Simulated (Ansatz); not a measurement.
# How glassy 77SiO2-6B2O3-8CaO-8MgO (mol %) changes with quench rate

Does a slower quench leave a cell of lower energy?

Computed with Ansatz 0.2.0: Kohn-Sham DFT, r2SCAN, PAW (set soft_2). Every run is a single point, with the atoms held where the recipe put them (cutoff of the plane-wave runs 500 eV, fixed occupations).

First member: 142 atoms (37 Si, 6 B, 4 Ca, 4 Mg, 91 O) placed at random at 2.31 g/cm³, melted at 3000 K for 20 ps at fixed volume with the Buckingham and Coulomb pair potential of Guillot and Sator (Geochim. Cosmochim. Acta 71, 1249 (2007)) with the boron terms of Wang et al. (J. Non-Cryst. Solids 498, 294 (2018)). Quenched from 3000 K to 300 K at 10 K/ps and fixed volume, held 10 ps at zero pressure.

Last member: 142 atoms (37 Si, 6 B, 4 Ca, 4 Mg, 91 O) placed at random at 2.31 g/cm³, melted at 3000 K for 20 ps at fixed volume with the Buckingham and Coulomb pair potential of Guillot and Sator (Geochim. Cosmochim. Acta 71, 1249 (2007)) with the boron terms of Wang et al. (J. Non-Cryst. Solids 498, 294 (2018)). Quenched from 3000 K to 300 K at 1000 K/ps and fixed volume, held 10 ps at zero pressure.

The members:

```csv
quench rate (K/ps),reduced formula,atoms,valence electrons,k-mesh,basis,density (g/cm³)
10,Ca4Mg4Si37B6O91,142,792,1×1×1,plane waves,2.59
30,Ca4Mg4Si37B6O91,142,792,1×1×1,plane waves,2.48
100,Ca4Mg4Si37B6O91,142,792,1×1×1,plane waves,2.60
300,Ca4Mg4Si37B6O91,142,792,1×1×1,plane waves,2.43
1000,Ca4Mg4Si37B6O91,142,792,1×1×1,plane waves,2.62
```

Each cell is one sample from a classical run, so sample-to-sample scatter enters every column; pressures lack the kinetic term.

The input of the first member, without its atom lines; other members have their own cell and atoms, and may differ in mesh, basis and outputs:

```yaml
crystal:
  lattice:
    - [12.17424, 0.0, 0.0]
    - [0.0, 12.17424, 0.0]
    - [0.0, 0.0, 12.17424]
  atoms:
    [... 142 lines ...]
kpoints:
  mp_grid: { grid: [1, 1, 1] }
hamiltonian:
  xc: r2scan
scf:
  occupations: { method: fixed }
output:
  forces: true
  stress: true
  populations: true
  dos:
    method: { smearing: { sigma: 0.15 } }
    de: 0.1
    projected: { site_lists: { B: [B], Ca: [Ca], Mg: [Mg], O: [O], Si: [Si] } }
  eigenvalues: true
  write_density: true
  write_potential: true
  volumetric_format: npy
```

Predict the trends along the series.

Results; charges are mean Löwdin charges in e:

```
quench rate (K/ps)  energy less the first member's (meV/atom)  pressure (GPa)  r.m.s. force (eV/Å)  gap (eV)   q(B)  q(Ca)  q(Si)
                10                                        0.0           -4.68                 1.09                3.74  +0.66  +1.80  +1.82
                30                                        4.3           -3.74                 1.12                2.99  +0.67  +1.81  +1.82
               100                                       20.7           -4.76                 1.08                3.10  +0.68  +1.80  +1.80
               300                                       34.3           -5.54                 1.01                3.14  +0.70  +1.79  +1.81
              1000                                       27.4           -3.64                 1.07                3.75  +0.66  +1.79  +1.81
```

The gap is that between the highest filled and lowest empty Kohn-Sham level on the run's k-points; tail or defect levels can set it, and semilocal functionals tend to put gaps under measured ones. The projection misses up to 0.071 e an atom, so the charges add up to more than the cell's charge.

Bonds in each cell, which the recipe sets and DFT didn't move; cutoffs follow each cell's own g(r) within set bounds (mean length in Å, and neighbours of the second kind about the first):

```csv
quench rate (K/ps),O-Si length,O-Si count,B-O length,B-O count
10,1.636,1.63,1.424,3.33
30,1.631,1.63,1.436,3.50
100,-,-,-,-
300,1.638,1.63,1.422,3.33
1000,1.639,1.63,1.443,3.67
```

Cost on 8 threads of Arm Neoverse V2, shared host:

```csv
quench rate (K/ps),atoms,basis,k-mesh,SCF cycles,time,host memory (GiB)
10,142,plane waves,1×1×1,10,47 s,5.4
30,142,plane waves,1×1×1,10,52 s,5.9
100,142,plane waves,1×1×1,10,47 s,5.4
300,142,plane waves,1×1×1,11,55 s,6.0
1000,142,plane waves,1×1×1,10,48 s,5.4
```

Times include the outputs that each run asked for, on hosts shared with other jobs.

What the series shows: The energy against the first member is lowest at 10 K/ps (0.0 meV/atom) and highest at 300 K/ps (34.3 meV/atom), rising overall but not at every step; each member is a single configuration. The slowest quench gives the lowest energy, by only 4.3 meV/atom, within the scatter of single samples. The gap is lowest at 30 K/ps (2.99 eV) and highest at 1000 K/ps (3.75 eV), with no steady trend; in single samples it varies with the configuration. The mean charge on B lies between +0.66 and +0.70 e, with no steady trend. The density spans 2.43 to 2.62 g/cm³, so the columns mix its effect with that of the quench rate. The pressure is lowest at 300 K/ps (-5.5 GPa) and highest at 1000 K/ps (-3.6 GPa), with no steady trend. The cells differ in volume and aren't at zero pressure, which adds to their energy differences. The two fastest quenches lie 29 meV/atom above the two slowest on average.

Caveats: The starting topology of bonds comes from the classical model, and needn't be the one that DFT or experiment would give. The cells aren't relaxed by DFT, which could reorder their energies. Even the slowest of these quenches is many orders faster than a laboratory quench.

[Logs are printed without paths, hosts, clocks, repeated set-up lines and the standing remarks that a program may print on its own settings, such as how far it seeks lower states.]

[Hosts, paths, dates, database ids (printed as entryN), source tags and the programs' standing remarks are cut or masked in the printed files.]
